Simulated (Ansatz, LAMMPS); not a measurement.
# Gap against volume in glassy 81B2O3-19MgO (mol %) (137 atoms)

Density of this cell: 2.30 g/cm³. The cell holds 137 atoms: 50 B, 6 Mg and 81 O. Its edges and angles: a = 11.463 Å, b = 11.345 Å, c = 11.002 Å, α = 87.5°, β = 88.6°, γ = 91.0°. The starting structure: 137 atoms (50 B, 6 Mg, 81 O) placed at random at 2.03 g/cm³, melted at 3000 K for 20 ps at fixed volume with the Buckingham and Coulomb pair potential of Guillot and Sator (Geochim. Cosmochim. Acta 71, 1249 (2007)) with the boron terms of Wang et al. (J. Non-Cryst. Solids 498, 294 (2018)). Quenched from 3000 K to 300 K at 20 K/ps and fixed volume, held 10 ps at zero pressure.

Calculated with Ansatz 0.2.0: Kohn-Sham DFT, PBEsol, PAW (set soft_2), plane waves; cutoff 420 eV, Γ point, gaussian smearing of 0.05 eV. The relaxed cell was scaled evenly and the atoms were relaxed at each volume. The gap is that between the highest filled and the lowest empty Kohn-Sham level on the run's k-points.

| volume (Å³/atom) | gap (eV) |
| --- | --- |
| 9.3856 | 4.468 |
| 9.8027 | 4.535 |
| 10.116 | 4.567 |
| 10.428 | 4.587 |
| 10.741 | ? |
| 11.054 | 4.582 |

Task: Fit a straight line in ln V to the rows given and interpolate to the withheld row.

**Working.**

A volume deformation potential makes the spacing linear in u = ln(V/V0), with V0 = 10.428 Å³ the relaxed volume; v is the spacing.

```
u = ln(V/V0)  v (eV)
   -0.105360  4.4679
  -0.0618756  4.5349
  -0.0304586  4.5671
           0  4.5865
   0.0582689  4.5824
```

With n = 5: mean u = -0.0278851, mean v = 4.54776, Σ(u − ū)² = 0.015364, Σ(u − ū)(v − v̄) = 0.010639. Slope b = 0.010639 / 0.015364 = 0.69245; intercept a = v̄ − b ū = 4.5671.

At the withheld volume u = 0.02956, and v = a + b u.

Prediction at 10.741: 4.588 eV. The run gave 4.591 eV, so the fit is low by 0.0039 eV (0.084 % of the value).

The rows follow a line only loosely (correlation 0.89 in size over all rows, under the 0.97 asked here), so the slope of +0.69 eV is a mean trend and no deformation potential. Among the rows given, the largest miss of the fit is at 9.3856, by 0.026 eV (21 % of the range of the table).

Limits: The table spans 16 % in volume, wide for a linear law. Semilocal functionals tend to put gaps under measured ones. Only the Γ point is sampled. Defect or tail levels can set the spacing of a disordered cell.

[Logs are printed without paths, hosts, clocks, repeated set-up lines and the standing remarks that a program may print on its own settings, such as how far it seeks lower states.]

[Hosts, paths, dates, database ids (printed as entryN), source tags and the programs' standing remarks are cut or masked in the printed files.]
